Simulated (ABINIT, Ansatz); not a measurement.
**How the form of the self-energy moves the gap of AlBO3 (R-3c)**

How much does the gap of AlBO3 (R-3c) depend on the approximation to the self-energy?

Program: ABINIT 10.8.3. Level of theory: PBEsol and many-body steps on it, plane waves. Results are calculated unless marked as measured.

Report form: the programs' logs are mostly left out.

### 1. Starting point

The structure is trigonal, space group R-3c (No. 167). Conventional cell: a = 4.464 Å, b = 4.464 Å, c = 13.745 Å, α = 90.00°, β = 90.00°, γ = 120.00°. Al has 6 O at 1.92 Å nearest. Nearest to B lie 3 O at 1.38 Å. Nearest to O lie 1 B at 1.38 Å and 2 Al at 1.92 Å. Farther neighbours and most contacts between anions are not listed.

Coordinates:

```cif
data_structure
_symmetry_space_group_name_H-M 'R-3c:H'
_symmetry_Int_Tables_number 167
_cell_length_a 4.4638
_cell_length_b 4.4638
_cell_length_c 13.7450
_cell_angle_alpha 90.000
_cell_angle_beta 90.000
_cell_angle_gamma 120.000
_cell_volume 237.18
loop_
_atom_site_label
_atom_site_type_symbol
_atom_site_symmetry_multiplicity
_atom_site_Wyckoff_symbol
_atom_site_fract_x
_atom_site_fract_y
_atom_site_fract_z
_atom_site_occupancy
Al1 Al 6 b 0.00000 0.00000 0.50000 1
B1 B 6 a 0.33333 0.66667 0.41667 1
O1 O 18 e 0.02431 0.66667 0.41667 1
```

The cell and positions come from the Crystallography Open Database and are kept as given unless a step says otherwise.

### 2. Empty states on the mesh, 4×4×4 mesh, 267 bands

This step: ABINIT 10.8.3; DFT, PBEsol, plane waves, norm-conserving pseudopotentials.

The sums over transitions need many empty states on a uniform mesh; this step solves for them.

The input, run.abi:

```
acell 3*1.0 Angstrom
rprim 
  2.231899999996 1.288588065802 4.581666666700
  -2.231899999996 1.288588065802 4.581666666700
  0.000000000000 -2.577176131604 4.581666666700
ntypat 3
znucl 13 5 8
natom 10
typat 1 1 2 2 3 3 3 3 3 3
xred 
  0.000000000000 -0.000000000000 -0.000000000000
  0.500000000000 0.500000000000 0.500000000000
  0.250000000000 0.250000000000 0.250000000000
  0.750000000000 0.750000000000 0.750000000000
  0.940980000000 0.559020000000 0.250000000000
  0.250000000000 0.940980000000 0.559020000000
  0.559020000000 0.250000000000 0.940980000000
  0.059020000000 0.440980000000 0.750000000000
  0.750000000000 0.059020000000 0.440980000000
  0.440980000000 0.750000000000 0.059020000000
pp_dirpath "pseudos"
pseudos "Al.upf, B.upf, O.upf"
ecut 36
ngkpt 4 4 4
nshiftk 1
shiftk 0 0 0
kptopt 1
chksymbreak 0
irdden 1
istwfk *1
nband 267
prtvol 0
optdriver 6
gwr_task "HDIAGO"
paral_kgb 0
occopt 1
indata_prefix "in"
outdata_prefix "out"
tmpdata_prefix "tmp"
```

On the command line:

```sh
> OMP_NUM_THREADS=1 mpirun -n 8 abinit run.abi > log
```

It took 4.2 min on 8 MPI ranks of Arm Neoverse V1, shared host; peak memory 13 GiB; 34 min of CPU time.

This step gave:

```yaml
gap: 5.828 eV
k_of_the_valence_top: 0, 0, 0
k_of_the_conduction_bottom: 0.25, 0.25, 0.25
least_direct_gap: 6.027 eV
k_points_computed: 13
lowest_point_of_the_top_converged_band_above_the_valence_top: 108.7440 eV
```

On this mesh the gap is 5.828 eV.

The density comes from a self-consistent run that is not shown.

### 3. Screening, 4×4×4 mesh, 120 bands, screening to 141.5 eV

The RPA dielectric matrix is built and inverted for each q.

This step: RPA screening on PBEsol, plane waves, norm-conserving pseudopotentials.

run.abi: that of step 2 with these lines changed.

```diff
@@ -28,10 +28,11 @@
 chksymbreak 0
-irdden 1
 istwfk *1
-nband 267
-prtvol 0
-optdriver 6
-gwr_task "HDIAGO"
-paral_kgb 0
 occopt 1
+irdwfk 1
+optdriver 3
+nband 120
+ecuteps 5.2
+inclvkb 2
+awtr 1
+symchi 1
 indata_prefix "in"
```

Wall time 3.4 min (8 MPI ranks); peak memory 5.1 GiB.

Numbers from this step:

* ε∞ with local fields, on this mesh, along the program's q direction: 3.043
* the same without local fields: 3.295
* plasma frequency: 28.93 eV
* plane waves in the screening matrix: 291

Local fields lower ε∞ by 8 %.

### 4. G0W0, Godby-Needs plasmon pole

The self-energy is evaluated for the states that the input lists, and the levels follow from it, in one-shot runs by the linearised quasiparticle equation.

This step: G0W0 on PBEsol, plane waves, norm-conserving pseudopotentials.

run.abi: that of step 3 with these lines changed.

```diff
@@ -31,8 +31,17 @@
 irdwfk 1
-optdriver 3
+optdriver 4
 nband 120
+gwcalctyp 0
+ecutsigx 36
+symsigma 1
+nkptgw 2
+kptgw 
+  0.0000000000 0.0000000000 0.0000000000
+  0.2500000000 0.2500000000 0.2500000000
+bdgw 
+  23 26
+  23 26
 ecuteps 5.2
-inclvkb 2
-awtr 1
-symchi 1
+irdscr 1
+ppmodel 1
 indata_prefix "in"
```

Run time: 14 s. Hardware: 8 MPI ranks; peak memory 3 GiB; 1.8 min of CPU time.

Numbers from this step:

```yaml
g0w0_gap_on_the_points_computed: 8.422 eV
starting_gap_on_the_mesh: 5.828 eV
k_of_the_valence_top: 0, 0, 0
k_of_the_conduction_bottom: 0.25, 0.25, 0.25
z_at_the_valence_top: 0.816
z_at_the_conduction_bottom: 0.855
least_direct_g0w0_gap_on_the_computed_points: 8.652 eV
```

The gap on the mesh goes from 5.83 eV to 8.42 eV, a correction of +2.59 eV.

### 5. G0W0, von der Linden-Horsch plasmon pole

run.abi: that of step 4 with these lines changed.

```diff
@@ -45,3 +45,3 @@
 irdscr 1
-ppmodel 1
+ppmodel 3
 indata_prefix "in"
```

It took 10 s on 8 MPI ranks; peak memory 2.8 GiB.

This step gave:

* G0W0 gap on the points computed: 8.448 eV
* starting gap on the mesh: 5.828 eV
* k of the valence top: 0, 0, 0
* k of the conduction bottom: 0.25, 0.25, 0.25
* Z at the valence top: 0.877
* Z at the conduction bottom: 0.904
* least direct G0W0 gap on the computed points: 8.688 eV

Against G0W0 in ABINIT (4×4×4 mesh, 120 bands, screening to 141.5 eV, Godby-Needs plasmon pole), the gap moves by +0.026 eV.

### 6. G0W0, Engel-Farid plasmon pole

run.abi: that of step 5 with these lines changed.

```diff
@@ -45,3 +45,3 @@
 irdscr 1
-ppmodel 3
+ppmodel 4
 indata_prefix "in"
```

Elapsed: 10 s, on 8 MPI ranks; peak memory 2.8 GiB; 80 s of CPU time.

Numbers from this step:

```
G0W0 gap on the points computed              : 8.415 eV
starting gap on the mesh                     : 5.828 eV
k of the valence top                         : 0, 0, 0
k of the conduction bottom                   : 0.25, 0.25, 0.25
least direct G0W0 gap on the computed points : 8.649 eV
```

Against G0W0 in ABINIT (4×4×4 mesh, 120 bands, screening to 141.5 eV, Godby-Needs plasmon pole), the gap moves by −0.007 eV.

### 7. One-shot Hartree-Fock

This step: one-shot Hartree-Fock on PBEsol, plane waves, norm-conserving pseudopotentials.

run.abi: that of step 6 with these lines changed.

```diff
@@ -32,4 +32,4 @@
 optdriver 4
-nband 120
-gwcalctyp 0
+nband 28
+gwcalctyp 5
 ecutsigx 36
@@ -43,5 +43,4 @@
   23 26
-ecuteps 5.2
-irdscr 1
-ppmodel 4
+ixc_sigma 40
+fftgw 31
 indata_prefix "in"
```

It took 4.4 s on 8 MPI ranks; peak memory 1.9 GiB.

This step gave:

```
quasiparticle gap on the points computed              : 17.42 eV
starting gap on the mesh                              : 5.828 eV
k of the valence top                                  : 0, 0, 0
k of the conduction bottom                            : 0.25, 0.25, 0.25
least direct quasiparticle gap on the computed points : 17.53 eV
```

Against G0W0 in ABINIT (4×4×4 mesh, 120 bands, screening to 141.5 eV, Godby-Needs plasmon pole), the gap moves by +8.996 eV.

### 8. Screening, 4×4×4 mesh, 120 bands, screening to 141.5 eV

This step: RPA screening on PBEsol, plane waves, norm-conserving pseudopotentials.

run.abi: that of step 7 with these lines changed.

```diff
@@ -31,16 +31,14 @@
 irdwfk 1
-optdriver 4
-nband 28
-gwcalctyp 5
-ecutsigx 36
-symsigma 1
-nkptgw 2
-kptgw 
-  0.0000000000 0.0000000000 0.0000000000
-  0.2500000000 0.2500000000 0.2500000000
-bdgw 
-  23 26
-  23 26
-ixc_sigma 40
-fftgw 31
+optdriver 3
+nband 120
+ecuteps 5.2
+inclvkb 2
+awtr 1
+symchi 1
+gwcalctyp 2
+nfreqre 16
+freqremax 40 eV
+nfreqim 8
+spmeth 1
+nomegasf 120
 indata_prefix "in"
```

The job ended after 4.8 min (8 MPI ranks; peak memory 5.8 GiB; 38 min of CPU time).

This step gave:

```
ε∞ with local fields, on this mesh, along the program's q direction : 3.045
the same without local fields                                       : 3.297
plasma frequency                                                    : 28.93 eV
plane waves in the screening matrix                                 : 291
```

### 9. G0W0, contour deformation

This step: G0W0 on PBEsol, plane waves, norm-conserving pseudopotentials.

run.abi: that of step 8 with these lines changed.

```diff
@@ -31,14 +31,16 @@
 irdwfk 1
-optdriver 3
+optdriver 4
 nband 120
+gwcalctyp 2
+ecutsigx 36
+symsigma 1
+nkptgw 2
+kptgw 
+  0.0000000000 0.0000000000 0.0000000000
+  0.2500000000 0.2500000000 0.2500000000
+bdgw 
+  23 26
+  23 26
 ecuteps 5.2
-inclvkb 2
-awtr 1
-symchi 1
-gwcalctyp 2
-nfreqre 16
-freqremax 40 eV
-nfreqim 8
-spmeth 1
-nomegasf 120
+irdscr 1
 indata_prefix "in"
```

It took 12 s on 8 MPI ranks; peak memory 3.5 GiB.

This step gave:

```
G0W0 gap on the points computed              : 8.424 eV
starting gap on the mesh                     : 5.828 eV
k of the valence top                         : 0, 0, 0
k of the conduction bottom                   : 0.25, 0.25, 0.25
least direct G0W0 gap on the computed points : 8.651 eV
```

Against G0W0 in ABINIT (4×4×4 mesh, 120 bands, screening to 141.5 eV, Godby-Needs plasmon pole), the gap moves by +0.002 eV.

### 10. Side by side

Times are wall times on 8 MPI ranks of Arm Neoverse V1, shared host, good to a factor of about two. A run's time includes the screening step that it read.

| run | mesh | bands | screening cutoff (eV) | DFT gap (eV) | gap on the mesh (eV) | direct (eV) | ε∞ used | time |
| --- | --- | --- | --- | --- | --- | --- | --- | --- |
| G0W0, Godby-Needs plasmon pole | 4×4×4 | 120 | 141.5 | 5.828 | 8.422 | 8.652 | 3.04 | 3.7 min |
| G0W0, von der Linden-Horsch plasmon pole | 4×4×4 | 120 | 141.5 | 5.828 | 8.448 | 8.688 | 3.04 | 3.6 min |
| G0W0, Engel-Farid plasmon pole | 4×4×4 | 120 | 141.5 | 5.828 | 8.415 | 8.649 | 3.04 | 3.6 min |
| one-shot Hartree-Fock | 4×4×4 | - | - | 5.828 | 17.418 | 17.526 | - | 4.4 s |
| G0W0, contour deformation | 4×4×4 | 120 | 141.5 | 5.828 | 8.424 | 8.651 | 3.04 | 5 min |

### 11. Results

```json
{
 "G0W0, Godby-Needs plasmon pole": "8.422 eV",
 "G0W0, von der Linden-Horsch plasmon pole": "8.448 eV",
 "G0W0, Engel-Farid plasmon pole": "8.415 eV",
 "one-shot Hartree-Fock": "17.418 eV",
 "G0W0, contour deformation": "8.424 eV",
 "known limits": "not at the basis limit"
}
```

G0W0, von der Linden-Horsch plasmon pole: +0.026 eV against G0W0, Godby-Needs plasmon pole. G0W0, Engel-Farid plasmon pole: −0.007 eV against G0W0, Godby-Needs plasmon pole. One-shot Hartree-Fock: +8.996 eV against G0W0, Godby-Needs plasmon pole. G0W0, contour deformation: +0.002 eV against G0W0, Godby-Needs plasmon pole. Bare exchange alone opens the gap to 17.42 eV; against G0W0, correlation takes back 9.00 eV. Bands and cutoff are finite, so the gap is not at the basis limit. The miss can reach some tenths of an eV and take either sign; the mesh is an error of its own. In the G0W0 runs levels were corrected at 2 k points alone, so a gap called «on the mesh» is the least over those, and an edge elsewhere would be missed.

[Paths, hosts, dates, memory and timing lines, banners, echoed tables and standing remarks are left out of the program output.]

[Logs are printed without paths, hosts, clocks, repeated set-up lines and the standing remarks that a program may print on its own settings, such as how far it seeks lower states.]

[Runs of the session that timed out or met a known fault of the program may be left out.]

[Hosts, paths, dates, database ids (printed as entryN), source tags and the programs' standing remarks are cut or masked in the printed files.]

[G0W0 gaps are taken among the corrected bands and points alone; a level outside them can change the order at an edge.]

[Where Ansatz stands beside ABINIT at settings called matched, ABINIT's density can come from a denser mesh and the files from another edition; pairs whose starting gaps differed by over 0.03 eV were left out, so agreement reads better than it is.]
